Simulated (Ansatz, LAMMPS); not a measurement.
# Localised basis functions on aqueous K+ and SO4 2-, 3.7 mol of salt per kg of water at 280 K (156 atoms), part 2 of 2

Wanted: errors and times of a linear-scaling basis for aqueous K+ and SO4 2-, 3.7 mol of salt per kg of water at 280 K (156 atoms). A setting counts as converged where the r.m.s. difference of forces stays under 1 % of the r.m.s. force.

Ansatz 0.2.0; Kohn-Sham DFT, r2SCAN+D4, PAW (set soft_2), plane waves.

The cell: 57 O, 3 S, 90 H and 6 K. The network of contacts between molecules at the start is that of the classical potential that made the cell. The concentration wasn't checked against solubility and may exceed it. The density was typed from a rule of thumb and may lie off the real one at this temperature. Only the Γ point is sampled, in a cell whose shortest periodic width is 12 Å.

So far: Set-up; How the cell was made; Plane-wave single point.

**3. Plane-wave single point (continued)**

Valence density in the ac plane at fractional y = 0.371, with atoms of S and O and H within 0.2 Å of it. It is the smooth field of the valence electrons, not physical close to the nuclei.

Values in e/Å³, 13 rows by 16 columns, each cell a mean:
```
0.7 0.2 0.0 0.0 0.2 1.4 0.9 0.7 1.6 0.4 0.1 0.4 0.8 0.4 0.2 0.4
0.8 0.2 0.0 0.1 0.1 0.5 0.3 0.2 0.1 0.0 0.0 0.0 0.1 0.4 0.9 1.0
1.8 0.5 0.1 0.1 0.1 0.2 0.3 0.2 0.1 0.0 0.0 0.0 0.0 0.3 0.8 1.1
3.6 1.1 0.1 0.0 0.1 1.2 4.3 1.2 0.1 0.0 0.1 0.5 0.3 0.1 0.2 0.9
0.5 0.1 0.0 0.0 0.0 0.6 2.1 0.5 0.0 0.0 0.5 3.9 2.0 0.1 0.1 0.4
1.3 0.1 0.1 0.3 0.2 0.1 0.1 0.0 0.0 0.0 0.1 0.8 0.5 0.2 1.1 3.7
0.9 0.3 1.1 2.4 0.9 0.1 0.1 0.0 0.0 0.0 0.0 0.0 0.0 0.1 0.9 2.8
0.0 0.1 0.3 0.6 0.2 0.1 0.8 0.6 0.1 0.0 0.0 0.1 0.0 0.0 0.0 0.1
0.0 0.0 0.0 0.0 0.0 0.1 1.0 1.0 0.1 0.0 0.1 0.2 0.3 0.1 0.0 0.0
0.0 0.0 0.0 0.1 0.2 0.2 0.3 0.2 0.0 0.0 0.0 0.1 0.1 0.2 0.1 0.0
0.3 0.3 0.1 0.8 3.7 2.3 0.1 0.0 0.0 0.0 0.0 0.0 0.1 0.2 0.1 0.1
0.7 0.8 0.1 0.3 1.6 1.3 0.1 0.1 0.4 0.1 0.1 0.6 0.7 0.1 0.0 0.1
0.4 0.2 0.0 0.0 0.1 0.3 0.2 1.1 4.7 1.3 0.7 3.0 3.4 0.4 0.0 0.1
```
Columns run along a (11.5 Å), rows up along c (11.5 Å). Atoms in or near the plane, at fractional coordinates: S at (0.95, 0.82), O at (0.53, 0.02), O at (0.29, 0.17), H at (0.32, 0.08), O at (0.40, 0.70), H at (0.42, 0.40), H at (0.67, 0.02), H at (0.80, 0.98), O at (0.97, 0.53), H at (0.88, 0.53).

Mean Löwdin charges: H +0.39, K +0.86, O -0.74, S +2.63 e (they miss 1.1 % of the electrons, so they add up to more than the cell's charge). The largest share in the top eV of filled states is O p (99 % of the projected weight), and in the lowest eV of empty states H s (46 % of the projected weight).

**4. Local order**

These statistics describe the geometry on which the runs were made.

Density 1.45 g/cm³, 9.775 Å³ an atom.

g(r), total and by pair (bins of 0.2 Å):

| r (Å) | total | H-H | H-O | H-K | H-S | O-O | O-K |
| --- | --- | --- | --- | --- | --- | --- | --- |
| 0.90 | 2.57 | 0.00 | 6.10 | 0.00 | 0.00 | 0.00 | 0.00 |
| 1.10 | 1.95 | 0.00 | 4.62 | 0.00 | 0.00 | 0.00 | 0.00 |
| 1.30 | 0.00 | 0.00 | 0.00 | 0.00 | 0.00 | 0.00 | 0.00 |
| 1.50 | 0.49 | 0.00 | 0.47 | 0.00 | 0.00 | 0.00 | 0.00 |
| 1.70 | 1.46 | 2.66 | 1.38 | 0.00 | 0.00 | 0.00 | 0.00 |
| 1.90 | 0.48 | 0.41 | 0.82 | 0.00 | 0.00 | 0.00 | 0.00 |
| 2.10 | 0.41 | 0.77 | 0.35 | 0.00 | 0.00 | 0.00 | 0.00 |
| 2.30 | 0.56 | 0.83 | 0.26 | 0.22 | 0.81 | 1.09 | 0.00 |
| 2.50 | 0.81 | 1.42 | 0.30 | 0.17 | 3.23 | 0.83 | 0.81 |
| 2.70 | 1.02 | 1.10 | 0.50 | 0.76 | 1.83 | 2.13 | 2.94 |
| 2.90 | 1.02 | 0.74 | 0.99 | 1.77 | 1.31 | 1.25 | 2.96 |
| 3.10 | 1.06 | 0.78 | 1.18 | 1.99 | 0.71 | 0.90 | 2.04 |
| 3.30 | 1.19 | 0.93 | 1.38 | 1.66 | 0.84 | 1.07 | 1.15 |
| 3.50 | 1.21 | 0.99 | 1.51 | 1.57 | 0.38 | 0.92 | 0.71 |
| 3.70 | 1.08 | 1.06 | 1.15 | 1.31 | 0.66 | 0.82 | 0.92 |
| 3.90 | 1.12 | 1.14 | 1.11 | 1.19 | 0.88 | 1.25 | 0.71 |
| 4.10 | 1.01 | 1.19 | 0.98 | 0.73 | 0.80 | 0.96 | 0.63 |
| 4.30 | 0.94 | 1.06 | 0.86 | 0.67 | 1.33 | 1.03 | 0.87 |
| 4.50 | 0.97 | 1.06 | 0.94 | 0.78 | 0.90 | 0.97 | 1.15 |
| 4.70 | 0.92 | 0.94 | 0.92 | 0.91 | 1.13 | 0.88 | 0.89 |
| 4.90 | 0.95 | 1.02 | 0.81 | 1.04 | 0.85 | 1.14 | 1.34 |
| 5.10 | 0.97 | 0.91 | 0.97 | 1.25 | 0.34 | 1.04 | 1.02 |
| 5.30 | 0.95 | 0.85 | 1.01 | 1.17 | 0.88 | 0.84 | 0.89 |
| 5.50 | 0.95 | 0.85 | 1.05 | 0.85 | 1.19 | 0.88 | 0.88 |
| 5.70 | 1.02 | 1.08 | 0.99 | 0.96 | 1.18 | 0.96 | 0.98 |

Bonds by pair of elements; cutoffs follow the first minimum of g(r), held within bounds set by covalent radii, and pairs that aren't listed don't count as bonded:

| pair A-B | cutoff (Å) | bonds | mean length (Å) | spread (Å) | shortest (Å) | B about A | A about B |
| --- | --- | --- | --- | --- | --- | --- | --- |
| H-O | 1.21 | 90 | 1 | 0 | 1 | 1 | 1.58 |
| O-K | 3.43 | 47 | 2.93 | 0.228 | 2.56 | 0.825 | 7.83 |
| O-S | 1.88 | 12 | 1.44 | 0.015 | 1.41 | 0.211 | 4 |

How many atoms have how many bonded neighbours:

| element | mean | 1 | 2 | 3 | 4 | 7 | 8 | 9 |
| --- | --- | --- | --- | --- | --- | --- | --- | --- |
| H | 1 | 90 | 0 | 0 | 0 | 0 | 0 | 0 |
| K | 7.83 | 0 | 0 | 0 | 0 | 3 | 1 | 2 |
| O | 2.61 | 4 | 19 | 29 | 5 | 0 | 0 | 0 |
| S | 4 | 0 | 0 | 0 | 3 | 0 | 0 | 0 |

Bond angles (no mean is given where the spread exceeds 20°):

| angle | count | mean (°) | spread (°) |
| --- | --- | --- | --- |
| H-O-K | 70 | - | - |
| H-O-H | 45 | 110 | 0 |
| O-S-O | 18 | 110 | 2.4 |
| K-O-S | 12 | 102 | 14.8 |

Hydrogen bonds between water molecules (O–O under 3.5 Å, H–O···O angle under 30°):

| hydrogen bonds to other water | molecules |
| --- | --- |
| 0 | 1 |
| 1 | 6 |
| 2 | 16 |
| 3 | 12 |
| 4 | 8 |
| 5 | 2 |

First shells of the ions:

| ion | count | shell | mean number |
| --- | --- | --- | --- |
| K | 6 | water O within 3.6 A | 6.5 |

Bond length by coordination (bonds to H left out):

| element | coordination | atoms | mean bond length (Å) |
| --- | --- | --- | --- |
| K | 7 | 3 | 2.89 |
| K | 8 | 1 | 2.93 |
| K | 9 | 2 | 2.98 |
| O | 1 | 4 | 1.43 |
| O | 2 | 5 | 2.08 |
| O | 3 | 29 | 2.90 |
| O | 4 | 5 | 2.73 |

With the cutoffs above, all H atoms have 1, 50 % of K atoms have 7, 51 % of O atoms have 3 and all S atoms have 4 bonded neighbours. The 45 water molecules hold 2.58 hydrogen bonds each to other water on average, with a mean O–O distance of 2.86 Å. Ion shells in this frame: K 6.5 (water O within 3.6 Å).

The surroundings of O13, which bears the longest force, nearest first, numbered as they follow in the input and with coordinates relative to it.

| atom | x | y | z | distance (Å) | bonds | Löwdin charge (e) | Fx | Fy | Fz (eV/Å) |
| --- | --- | --- | --- | --- | --- | --- | --- | --- | --- |
| O13 | 0.00 | 0.00 | 0.00 | 0.00 | 2 | -0.85 | -4.81 | -1.26 | 0.07 |
| S12 | 1.34 | 0.36 | 0.25 | 1.41 | 4 | 2.66 | 0.04 | 1.93 | 0.44 |
| H20 | -0.38 | -0.43 | 1.66 | 1.76 | 1 | 0.37 | -1.12 | -0.04 | 1.27 |
| H41 | -1.24 | -1.46 | -0.53 | 1.98 | 1 | 0.38 | -0.69 | -0.37 | -1.24 |
| O11 | 1.88 | 0.65 | -1.04 | 2.25 | 1 | -0.77 | 2.45 | 0.65 | -2.67 |
| O14 | 1.99 | -0.73 | 0.90 | 2.31 | 1 | -0.79 | 1.75 | -2.30 | 1.39 |
| O15 | 1.43 | 1.56 | 1.06 | 2.37 | 2 | -0.84 | 0.95 | 0.59 | 1.03 |
| H36 | 1.12 | -0.12 | -2.21 | 2.48 | 1 | 0.39 | -0.47 | -1.05 | -0.44 |
| H35 | -0.02 | -1.28 | -2.16 | 2.51 | 1 | 0.38 | 0.56 | 1.07 | -0.61 |
| K151 | -1.94 | 1.03 | -1.51 | 2.67 | 9 | 0.86 | 0.55 | 0.80 | -0.34 |
| O19 | -0.69 | -0.39 | 2.61 | 2.73 | 3 | -0.72 | -0.31 | -0.49 | -0.49 |
| O40 | -1.53 | -1.91 | -1.37 | 2.81 | 3 | -0.70 | 0.55 | 0.30 | 1.53 |
| H68 | 0.28 | 2.44 | 1.36 | 2.81 | 1 | 0.38 | -0.93 | 0.02 | -0.07 |
| H50 | 0.99 | 1.87 | -1.92 | 2.86 | 1 | 0.38 | -0.32 | 1.19 | -0.56 |
| O34 | 0.50 | -0.67 | -2.76 | 2.88 | 3 | -0.72 | -0.43 | -0.37 | 0.60 |

The column of bonds counts only the pairs H-O within 1.21 Å, O-K within 3.43 Å, O-S within 1.88 Å; other neighbours, such as metal atoms beside each other in a compound, aren't counted, and periodic images can show an atom twice.

**5. Support functions medium**

The cell is solved in localised support functions.

This step: Kohn-Sham DFT, r2SCAN+D4, PAW (set soft_2), localised support functions (medium) (Ansatz 0.2.0).

input.yaml

```yaml
crystal:
  lattice:
    - [11.51024, 0.0, 0.0]
    - [0.0, 11.51024, 0.0]
    - [0.0, 0.0, 11.51024]
  atoms:
    [... the 156 atom lines of step 3 ...]
kpoints:
  mp_grid: { grid: [1, 1, 1] }
hamiltonian:
  xc: r2scan
  dispersion: d4
scf:
  occupations: { method: fixed }
  eigensolver: { kind: { support_functions: { accuracy: medium } } }
  max_iter: 150
output:
  forces: true
  eigenvalues: true
```

The run is started by

```sh
$ ansatz run input.yaml --threads 8 --pin off --max-ram 15872MiB --backend cpu --events-out ev --progress --plain --runs-dir out
```

Numbers of over 12 decimals in the logs are rounded to 6 here.

The log of the run:

```text
Warning: scf.eigensolver.kind.support_functions: disabling space-group detection — the functions' gradient is summed over unrotated k-points, so no spatial operation reduces the k-mesh or symmetrises the density; time reversal is kept, so that k and −k are solved as one point where they differ and the mesh holds both, and exact exchange and, on two spinor components, a DFT+U term hold to it where the run has them: [...]
settings of this run that can trade accuracy for cost: scf.eigensolver.kind.support_functions [...]
[...]
Crystal: 156 atoms, lattice volume = 1524.941 Å³
Basis set: ecut = 500 eV, 38641 PW (Γ), exchange–correlation on 324×324×324 points (27 copies of the dense FFT grid, shifted against one another)
Bands: 303, of which v1, the nominal top of the filled ones, is band 252 counted from 1 (251 counted from 0)
Symmetry: 1 space group operations
k-points: 1
[...]
SCF iter   1: F=—  HF=-45832.952117 eV  |F-HF|=—  |Δ(HF+E_count)|=         —  Δρ=1.03e-1  dr2=1.55e2  dr2_τ=1.78e1  ethr=1.00e-1
[...]
SCF iter  13: F=-45841.312533 eV  HF=-45841.312533 eV  |F-HF|=5.06e-7  |Δ(HF+E_count)|=   3.02e-6  Δρ=4.56e-6  dr2=7.45e-7  dr2_τ=9.51e-9  ethr=8.72e-10
SCF 1 converged in 13 iterations: F = -45841.324100 eV  dr2 = 7.45e-7
[...]
SCF converged after 13 iterations
Stability not checked: this state was not tested for a lower state beside it, because the mixer in use, unlike msr1, does not test its closes by its own steps (another_mixer; see scf.mixing.algorithm and scf.lower_state_search)
Free energy (F): -45841.324100 eV
[...]
Internal energy: -45841.324100 eV  (E = F + TS)
E sigma→0 (E₀):  -45841.324100 eV
Fermi energy:    -0.954034 eV
[...]
--- Forces (eV/Å), atoms counted from 1 ---
  atom   1  O      0.40160347     0.17958814    -0.57145037
  atom   2  S      0.32613137     1.41840528    -1.56210097
  atom   3  O     -2.11478908     0.69199236     1.01323460
  atom   4  O      0.10359742    -2.05225495     0.71798861
  atom   5  O      0.20193460     1.30085783     1.43170329
  atom   6  O      1.93230423    -1.65559347    -0.52683759
  atom   7  S      0.94009189     1.06451629     1.04759482
  atom   8  O     -2.07236121     2.68510944    -0.72686598
  atom   9  O     -1.06020140    -1.51327817     0.24489385
  atom  10  O      0.43980109    -0.21090429     0.85964864
  atom  11  O      2.44389968     0.65445783    -2.65999200
  atom  12  S      0.03370773     1.92935258     0.44020937
  atom  13  O     -4.80232579    -1.25402350     0.07860185
  atom  14  O      1.74582923    -2.30257962     1.38550145
[...]
atom 155  K     -0.20763946    -0.08203770     0.87225866
  atom 156  K      0.34359437    -0.17372467    -0.86249732
  max |Σ_I F_I| component: 5.58e-3 eV/Å
--- Band table (eV) ---
[...]
```

The job ended after 3.2 min (8 threads of Arm Neoverse V2, shared host; peak memory 9 GiB; 25 min of CPU time).

The program notes that the band table was not solved further than the SCF left it and it switched symmetry off.

Keys that differ from the reference: support_functions.accuracy = "medium" and scf.max_iter = 150.

Forces differ from the reference by 5.6 meV/Å r.m.s., 0.69 % of their size, within a tolerance of 1 %; the energy by -3.6 meV/atom. It took 3.2 min and 13 cycles; the reference's time can't be set against it, since the two runs asked for unlike analyses.

**6. All settings compared**

Differences are against the plane-wave reference (Kohn-Sham DFT, r2SCAN+D4, PAW (set soft_2), plane waves), whose r.m.s. force component is 0.822 eV/Å. Energies are set beside the reference only for runs with its functional, potentials and electron count. Times are for 8 threads of Arm Neoverse V2, shared host. The reference's time includes the DOS, the stress and grids, which some other runs skip.

| run | Δ force, r.m.s. (meV/Å) | share of r.m.s. force (%) | Δ energy (meV/atom) | Δ gap (eV) | cycles | time | host memory (GiB) |
| --- | --- | --- | --- | --- | --- | --- | --- |
| reference | - | - | - | - | 9 | 33 s | 4.5 |
| support functions medium | 5.64 | 0.686 | -3.62 | -0.001 | 13 | 3.2 min | 9.0 |

**7. What came out**

```yaml
free_energy_per_atom: -293.8510 eV/atom
pressure: -0.8321 GPa
r_m_s_force_component: 0.822 eV/Å
spacing_of_highest_filled_and_lowest_empty_level: 4.924 eV
wall_time_of_the_2_dft_runs: 3.8 min
```

In words: Against plane waves at 500 eV, the forces differ by 5.6 meV/Å (0.69 %) with support functions medium. At 156 atoms the run with support functions medium takes roughly 5.9 times the time of plane waves (whose run also made extra analyses, so the like-for-like ratio is larger), in 13 SCF cycles against 9. Differences between support functions and plane waves include what basis error the plane-wave run still has.

Between filled and empty levels lie 4.92 eV (at Γ alone); a semilocal functional tends to put such gaps too low. In a disordered cell it changes from sample to sample and from frame to frame. With the cutoffs above, all H atoms have 1, 50 % of K atoms have 7, 51 % of O atoms have 3 and all S atoms have 4 bonded neighbours. The 45 water molecules hold 2.58 hydrogen bonds each to other water on average, with a mean O–O distance of 2.86 Å.

Caveats: The force components of 0.82 eV/Å r.m.s. hold both thermal displacement and the mismatch between the potential that made the cell and DFT, above all in bond lengths inside molecules. The pressure of a single frame lacks the kinetic term.

[Logs are printed without paths, hosts, clocks, repeated set-up lines and the standing remarks that a program may print on its own settings, such as how far it seeks lower states.]

[Hosts, paths, dates, database ids (printed as entryN), source tags and the programs' standing remarks are cut or masked in the printed files.]
